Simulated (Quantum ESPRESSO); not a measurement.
# NaMnCl3: parallel and opposed starts

Aim: find out which collinear order of NaMnCl3 costs least.

Program: Quantum ESPRESSO 7.5. Level of theory: LDA with U = 4 eV on Mn d (ortho-atomic projectors); plane waves with GBRV 1.5 LDA potentials, no spin-orbit coupling. Results are calculated unless marked as measured.

### Step 1. Set-up

The structure is trigonal, space group R-3 (No. 148). The conventional cell has a = 6.591 Å, b = 6.591 Å, c = 18.627 Å, α = 90.00°, β = 90.00°, γ = 120.00°. Na has 6 Cl at 2.72 to 2.90 Å nearest. Mn has 6 Cl at 2.52 to 2.59 Å nearest. Nearest to Cl lie 2 Mn at 2.52 to 2.59 Å and 2 Na at 2.72 to 2.90 Å. Farther neighbours and most contacts between anions are not listed.

The cell comes from the Crystallography Open Database.

### Step 2. Start 1: ferro ++

The signs are those of the starting moments on the seeded atoms, the atoms that are given a moment.

Input file pw.in:

```
&CONTROL
  calculation = 'scf'
  prefix = 'pwscf'
  outdir = './tmp'
  pseudo_dir = './pseudo'
  disk_io = 'nowf'
/
&SYSTEM
  ibrav = 0
  celldm(1) = 8
  nat = 10
  ntyp = 3
  ecutwfc = 40
  ecutrho = 280
  nbnd = 64
  occupations = 'smearing'
  smearing = 'fd'
  degauss = 0.00367493
  nspin = 2
  starting_magnetization(1) = 0
  starting_magnetization(2) = 0.3
  starting_magnetization(3) = 0
/
&ELECTRONS
  conv_thr = 2d-08
  electron_maxstep = 150
  mixing_beta = 0.3
/
ATOMIC_SPECIES
Na     22.9898 na_lda_v1.5.uspp.F.UPF
Mn     54.9380 mn_lda_v1.5.uspp.F.UPF
Cl     35.4500 cl_lda_v1.4.uspp.F.UPF
CELL_PARAMETERS alat
   0.7784490554630    0.4494377717186    1.4666636884752
  -0.7784490554630    0.4494377717186    1.4666636884752
   0.0000000000000   -0.8988755434372    1.4666636884752
ATOMIC_POSITIONS crystal
Na      0.1449000000    0.1449000000    0.1449000000
Na      0.8551000000    0.8551000000    0.8551000000
Mn      0.3407000000    0.3407000000    0.3407000000
Mn      0.6593000000    0.6593000000    0.6593000000
Cl      0.4490000000    0.7169000000    0.0672000000
Cl      0.0672000000    0.4490000000    0.7169000000
Cl      0.7169000000    0.0672000000    0.4490000000
Cl      0.5510000000    0.2831000000    0.9328000000
Cl      0.9328000000    0.5510000000    0.2831000000
Cl      0.2831000000    0.9328000000    0.5510000000
K_POINTS automatic
4 4 4 0 0 0
HUBBARD {ortho-atomic}
U Mn-3d 4.0000
```

Launch:

```sh
$ OMP_NUM_THREADS=1 mpirun -n 4 pw.x -nk 4 -in pw.in > pw.out
```

Output:

```text
Program PWSCF v.7.5 starts

     Message from routine setup:
     using ibrav=0 with symmetry is DISCOURAGED, use correct ibrav instead

     K-points division:     npool     =       4
     Subspace diagonalization in iterative solution of the eigenvalue problem:

     G-vector sticks info
     --------------------
     sticks:   dense  smooth     PW     G-vecs:    dense   smooth      PW
     Sum        3409    1945    555               124791    53855    8311

     Using Slab Decomposition

     bravais-lattice index     =            0
     lattice parameter (alat)  =       8.0000  a.u.
     unit-cell volume          =    1576.3459 (a.u.)^3
     number of atoms/cell      =           10
     number of atomic types    =            3
     number of electrons       =        90.00
     number of Kohn-Sham states=           64
     kinetic-energy cutoff     =      40.0000  Ry
     charge density cutoff     =     280.0000  Ry
     scf convergence threshold =      2.0E-08
     mixing beta               =       0.3000
     number of iterations used =            8  plain     mixing
     Exchange-correlation=  SLA  PZ   NOGX NOGC
                           (   1   1   0   0   0   0   0)
     Hubbard projectors: ortho-atomic
     Hubbard parameters of DFT+U (Dudarev formulation) in eV:
     U(Mn-3d) =  4.0000

     Internal variables: lda_plus_u =T, lda_plus_u_kind = 0

     Internal variables: orbital_resolved =F, hub_pot_fix =F, apply_U = F

     celldm(1)=   8.000000  celldm(2)=   0.000000  celldm(3)=   0.000000
     celldm(4)=   0.000000  celldm(5)=   0.000000  celldm(6)=   0.000000

     crystal axes: (cart. coord. in units of alat)
               a(1) = (   0.778449   0.449438   1.466664 )
               a(2) = (  -0.778449   0.449438   1.466664 )
               a(3) = (   0.000000  -0.898876   1.466664 )

     reciprocal axes: (cart. coord. in units 2 pi/alat)
               b(1) = (  0.642303  0.370834  0.227273 )
               b(2) = ( -0.642303  0.370834  0.227273 )
               b(3) = (  0.000000 -0.741667  0.227273 )

     PseudoPot. # 1 for Na read from file:
     na_lda_v1.5.uspp.F.UPF
     Pseudo is Ultrasoft, Zval =  9.0
     Generated by new atomic code, or converted to UPF format
     Using radial grid of  819 points,  5 beta functions with:
                l(1) =   0
                l(2) =   0
                l(3) =   1
                l(4) =   1
                l(5) =   2
     Q(r) pseudized with  8 coefficients,  rinner =    1.250   1.250   1.250
                                                       1.250   1.250

     PseudoPot. # 2 for Mn read from file:
     mn_lda_v1.5.uspp.F.UPF
     Pseudo is Ultrasoft + core correction, Zval = 15.0
     Generated by new atomic code, or converted to UPF format
     Using radial grid of  859 points,  6 beta functions with:
                l(1) =   0
                l(2) =   0
                l(3) =   1
                l(4) =   1
                l(5) =   2
                l(6) =   2
     Q(r) pseudized with  8 coefficients,  rinner =    0.950   0.950   0.950
                                                       0.950   0.950

     PseudoPot. # 3 for Cl read from file:
     cl_lda_v1.4.uspp.F.UPF
     Pseudo is Ultrasoft + core correction, Zval =  7.0
     Generated by new atomic code, or converted to UPF format
     Using radial grid of  909 points,  6 beta functions with:
                l(1) =   0
                l(2) =   0
                l(3) =   1
                l(4) =   1
                l(5) =   2
                l(6) =   2
     Q(r) pseudized with  8 coefficients,  rinner =    1.300   1.300   1.300
                                                       1.300   1.300

     atomic species   valence    mass     pseudopotential
     Na                9.00    22.98980     Na( 1.00)
     Mn               15.00    54.93800     Mn( 1.00)
     Cl                7.00    35.45000     Cl( 1.00)

     Starting magnetic structure
     atomic species   magnetization
     Na              0.000
     Mn              0.300
     Cl              0.000

      6 Sym. Ops., with inversion, found

   Cartesian axes

     site n.     atom                  positions (alat units)
         1        Na     tau(   1) = (   0.0000000  -0.0000000   0.6375587  )
         2        Na     tau(   2) = (   0.0000000  -0.0000000   3.7624324  )
         3        Mn     tau(   3) = (   0.0000000   0.0000000   1.4990770  )
         4        Mn     tau(   4) = (   0.0000000   0.0000000   2.9009141  )
         5        Cl     tau(   5) = (  -0.2085465   0.4635951   1.8085430  )
         6        Cl     tau(   6) = (  -0.2972118  -0.4124041   1.8085430  )
         7        Cl     tau(   7) = (   0.5057584  -0.0511910   1.8085430  )
         8        Cl     tau(   8) = (   0.2085465  -0.4635951   2.5914481  )
         9        Cl     tau(   9) = (   0.2972118   0.4124041   2.5914481  )
        10        Cl     tau(  10) = (  -0.5057584   0.0511910   2.5914481  )

     number of k points=    14  Fermi-Dirac smearing, width (Ry)=  0.0037
                       cart. coord. in units 2pi/alat
        k(    1) = (   0.0000000   0.0000000   0.0000000), wk =   0.0156250
        k(    2) = (   0.0000000  -0.1854168   0.0568183), wk =   0.0937500
        k(    3) = (   0.0000000   0.3708337  -0.1136366), wk =   0.0468750
        k(    4) = (  -0.1605757  -0.0927084   0.1136366), wk =   0.0937500
        k(    5) = (  -0.1605757   0.4635421  -0.0568183), wk =   0.0937500
        [... 9 further k-points ...]

     Dense  grid:   124791 G-vectors     FFT dimensions: (  75,  75,  75)

     Smooth grid:    53855 G-vectors     FFT dimensions: (  60,  60,  60)

     Check: negative core charge=   -0.000017
     Generating pointlists ...
     new r_m :   0.2649 (alat units)  2.1192 (a.u.) for type    1
     new r_m :   0.2455 (alat units)  1.9639 (a.u.) for type    2
     new r_m :   0.2455 (alat units)  1.9639 (a.u.) for type    3

     Initial potential from superposition of free atoms

     starting charge      88.9888, renormalised to      90.0000

     negative rho (up, down):  4.456E-02 4.490E-02

     STARTING HUBBARD OCCUPATIONS:

     =================== HUBBARD OCCUPATIONS ===================
     ------------------------ ATOM    3 ------------------------
     Tr[ns(  3)] (up, down, total) =   5.00000  0.00000  5.00000
     Atomic magnetic moment for atom   3 =   5.00000
     [... lines left out ...]
     ------------------------ ATOM    4 ------------------------
     Tr[ns(  4)] (up, down, total) =   5.00000  0.00000  5.00000
     Atomic magnetic moment for atom   4 =   5.00000
     [... lines left out ...]
     Number of occupied Hubbard levels =   10.0000

     Atomic wfc used for Hubbard projectors are orthogonalized

     Starting wfcs are   60 randomized atomic wfcs +    4 random wfcs

     Self-consistent Calculation

     iteration #  1     ecut=    40.00 Ry     beta= 0.30
     Davidson diagonalization with overlap
     ethr =  1.00E-02,  avg # of iterations =  6.1

     =================== HUBBARD OCCUPATIONS ===================
     ------------------------ ATOM    3 ------------------------
     Tr[ns(  3)] (up, down, total) =   4.97499  0.18506  5.16005
     Atomic magnetic moment for atom   3 =   4.78993
     [... lines left out ...]
     ------------------------ ATOM    4 ------------------------
     Tr[ns(  4)] (up, down, total) =   4.97499  0.18506  5.16005
     Atomic magnetic moment for atom   4 =   4.78993
     [... lines left out ...]
     Number of occupied Hubbard levels =   10.3201

     Threshold (ethr) on eigenvalues was too large:
     Diagonalizing with lowered threshold

     Davidson diagonalization with overlap
     ethr =  3.73E-04,  avg # of iterations =  4.7

     negative rho (up, down):  4.464E-02 4.474E-02

     total energy              =    -813.14114428 Ry
     estimated scf accuracy    <       0.33746293 Ry

     total magnetization       =    10.00 Bohr mag/cell
     absolute magnetization    =    10.00 Bohr mag/cell

     iteration #  2     ecut=    40.00 Ry     beta= 0.30
     Davidson diagonalization with overlap
     ethr =  3.75E-04,  avg # of iterations =  1.6

     negative rho (up, down):  4.423E-02 4.407E-02

     total energy              =    -813.16418826 Ry
     estimated scf accuracy    <       0.06664188 Ry

     total magnetization       =    10.00 Bohr mag/cell
     absolute magnetization    =    10.00 Bohr mag/cell

     iteration #  3     ecut=    40.00 Ry     beta= 0.30
     Davidson diagonalization with overlap
     ethr =  7.40E-05,  avg # of iterations =  7.6

     negative rho (up, down):  4.362E-02 4.325E-02

     total energy              =    -813.17373496 Ry
     estimated scf accuracy    <       0.01529746 Ry

     total magnetization       =    10.00 Bohr mag/cell
     absolute magnetization    =    10.00 Bohr mag/cell

     [... further iterations left out ...]

     iteration #  7     ecut=    40.00 Ry     beta= 0.30
     Davidson diagonalization with overlap
     ethr =  1.16E-08,  avg # of iterations =  3.2

     negative rho (up, down):  4.308E-02 4.247E-02

     total energy              =    -813.17544801 Ry
     estimated scf accuracy    <       0.00000224 Ry

     total magnetization       =    10.00 Bohr mag/cell
     absolute magnetization    =    10.00 Bohr mag/cell

     iteration #  8     ecut=    40.00 Ry     beta= 0.30
     Davidson diagonalization with overlap
     ethr =  2.49E-09,  avg # of iterations =  2.3

     negative rho (up, down):  4.307E-02 4.245E-02

     total energy              =    -813.17544837 Ry
     estimated scf accuracy    <       0.00000037 Ry

     total magnetization       =    10.00 Bohr mag/cell
     absolute magnetization    =    10.00 Bohr mag/cell

     iteration #  9     ecut=    40.00 Ry     beta= 0.30
     Davidson diagonalization with overlap
     ethr =  4.11E-10,  avg # of iterations =  3.0

     negative rho (up, down):  4.307E-02 4.245E-02

     total energy              =    -813.17544850 Ry
     estimated scf accuracy    <       0.00000006 Ry

     total magnetization       =    10.00 Bohr mag/cell
     absolute magnetization    =    10.00 Bohr mag/cell

     iteration # 10     ecut=    40.00 Ry     beta= 0.30
     Davidson diagonalization with overlap
     ethr =  6.15E-11,  avg # of iterations =  3.1

     negative rho (up, down):  4.306E-02 4.244E-02

     Magnetic moment per site  (integrated on atomic sphere of radius R)
     atom   1 (R=0.265)  charge=  8.1043  magn=  0.0040
     atom   2 (R=0.265)  charge=  8.1043  magn=  0.0040
     atom   3 (R=0.245)  charge= 12.9921  magn=  4.4520
     atom   4 (R=0.245)  charge= 12.9921  magn=  4.4520
     atom   5 (R=0.245)  charge=  5.5382  magn=  0.0460
     atom   6 (R=0.245)  charge=  5.5382  magn=  0.0460
     atom   7 (R=0.245)  charge=  5.5382  magn=  0.0460
     atom   8 (R=0.245)  charge=  5.5382  magn=  0.0460
     atom   9 (R=0.245)  charge=  5.5382  magn=  0.0460
     atom  10 (R=0.245)  charge=  5.5382  magn=  0.0460

     End of self-consistent calculation

     =================== HUBBARD OCCUPATIONS ===================
     ------------------------ ATOM    3 ------------------------
     Tr[ns(  3)] (up, down, total) =   4.98479  0.25102  5.23582
     Atomic magnetic moment for atom   3 =   4.73377
     [... lines left out ...]
     ------------------------ ATOM    4 ------------------------
     Tr[ns(  4)] (up, down, total) =   4.98479  0.25102  5.23582
     Atomic magnetic moment for atom   4 =   4.73377
     [... lines left out ...]
     Number of occupied Hubbard levels =   10.4716

     [... lines left out ...]
     the Fermi energy is     4.6892 ev

!    total energy              =    -813.17544853 Ry
     estimated scf accuracy    <          5.0E-09 Ry
     smearing contrib. (-TS)   =      -0.00000000 Ry
     internal energy E=F+TS    =    -813.17544853 Ry

     The total energy is F=E-TS. E is the sum of the following terms:
     one-electron contribution =    -558.00915597 Ry
     hartree contribution      =     302.65513870 Ry
     xc contribution           =    -137.13223609 Ry
     ewald contribution        =    -420.76197905 Ry
     Hubbard energy            =       0.07278389 Ry

     total magnetization       =    10.00 Bohr mag/cell
     absolute magnetization    =    10.00 Bohr mag/cell

     convergence has been achieved in  10 iterations

=------------------------------------------------------------------------------=
   JOB DONE.
=------------------------------------------------------------------------------=
```

Run time: 86 s. Hardware: 4 MPI ranks of Arm Neoverse V2, shared host; peak memory 1.2 GiB.

Spin moment in the atom's sphere by atom:

```csv
atom,spin moment in the atom's sphere (μB)
Na1,0.00
Na2,0.00
Mn3,4.45
Mn4,4.45
Cl5,0.05
Cl6,0.05
Cl7,0.05
Cl8,0.05
Cl9,0.05
Cl10,0.05
```

Read from the output:

```
smearing term TS       : 4.79e-17 eV
magnetization          : 10 μB
absolute magnetization : 10.00 μB
final state            : ferromagnetic
```

Spin density in the ac plane of the conventional cell at fractional y = 0.000, with atoms of Na and Mn and Cl within 0.2 Å of it.

Values in e/Å³, 13 rows by 16 columns, each cell a mean:
```
0.0 0.0 0.0 0.0 0.0 0.0 0.0 0.0 0.0 0.0 0.0 0.0 0.0 0.0 0.0 0.0
0.0 0.0 0.0 0.0 0.0 0.0 0.0 0.0 0.0 0.0 0.0 0.0 0.0 0.0 0.0 0.0
0.0 0.0 0.0 0.0 0.0 0.0 0.0 0.0 0.0 0.0 0.0 0.0 0.0 0.0 0.0 0.0
0.2 0.1 0.0 0.0 0.0 0.0 0.0 0.0 0.0 0.0 0.0 0.0 0.0 0.0 0.1 0.2
3.8 1.2 0.2 0.0 0.0 0.0 0.0 0.0 0.0 0.0 0.0 0.0 0.0 0.1 0.5 2.8
0.0 0.0 0.0 0.0 0.0 0.0 0.0 0.0 0.0 0.0 0.0 0.0 0.0 0.0 0.0 0.0
0.0 0.0 0.0 0.0 0.0 0.0 0.0 0.0 0.0 0.0 0.0 0.0 0.0 0.0 0.0 0.0
0.1 0.0 0.0 0.0 0.0 0.0 0.0 0.0 0.0 0.0 0.0 0.0 0.0 0.0 0.0 0.1
3.9 1.2 0.2 0.0 0.0 0.0 0.0 0.0 0.0 0.0 0.0 0.0 0.0 0.1 0.6 2.9
0.1 0.1 0.0 0.0 0.0 0.0 0.0 0.0 0.0 0.0 0.0 0.0 0.0 0.0 0.0 0.1
0.0 0.0 0.0 0.0 0.0 0.0 0.0 0.0 0.0 0.0 0.0 0.0 0.0 0.0 0.0 0.0
0.0 0.0 0.0 0.0 0.0 0.0 0.0 0.0 0.0 0.0 0.0 0.0 0.0 0.0 0.0 0.0
0.0 0.0 0.0 0.0 0.0 0.0 0.0 0.0 0.0 0.0 0.0 0.0 0.0 0.0 0.0 0.0
```
Columns run along a (6.6 Å), rows up along c (18.6 Å), edges of the conventional cell, whose origin can differ from the input's. Atoms in or near the plane, at fractional coordinates: Na at (0.00, 0.14), Na at (0.00, 0.86), Mn at (0.00, 0.34), Mn at (0.00, 0.66), Cl at (0.37, 0.08), Cl at (0.32, 0.74), Cl at (0.63, 0.92), Cl at (0.68, 0.26).

Valence density in the ac plane of the conventional cell at fractional y = 0.000, with atoms of Na and Mn and Cl within 0.2 Å of it. It is the smooth field of the valence electrons, not physical close to the nuclei.

Ten steps, logarithmic in the rise over the least value, from '_' (0 e/Å³) to '@' (20 e/Å³), each cell a mean:
```
__________________..::----::________
________________..--==--====::______
++--____________..--======--....::==
@@**::______________......______==%%
--..__....::....__________________::
____..--========::__________________
......--========::______________....
%%**::..::::::..______________..==%%
%%##--..__________....::--::::::++%%
::..______________::========--::....
__________________..--======::..____
______________________......________
________....::..____________________
____..::========::..________________
--::..::========::..____________..--
@@##--....::::....____________::++@@
##++::______________..::----::::--**
__________________..--==--====::..__
__________________..::======--..____
++--__________________......____..==
@@**::__....::::..______________==%%
--..__..--========::____________..::
______..--==--====::..______________
________....::::....________________
```
Columns run along a (6.6 Å), rows up along c (18.6 Å), edges of the conventional cell, whose origin can differ from the input's. Atoms in or near the plane, at fractional coordinates: Na at (0.00, 0.14), Na at (0.00, 0.86), Mn at (0.00, 0.34), Mn at (0.00, 0.66), Cl at (0.37, 0.08), Cl at (0.32, 0.74), Cl at (0.63, 0.92), Cl at (0.68, 0.26).

(Part 1 of 2 ends here.)

[Logs and program files are shortened in this print: banners, set-up blocks, solver, clock and traceback lines can be left out without a mark of their own.]

[Logs are printed without paths, hosts, clocks, repeated set-up lines and the standing remarks that a program may print on its own settings, such as how far it seeks lower states.]

[Hosts, paths, dates, database ids (printed as entryN), source tags and the programs' standing remarks are cut or masked in the printed files.]

[Where a cell is said to come from a database of computed structures, the database is the Materials Project.]
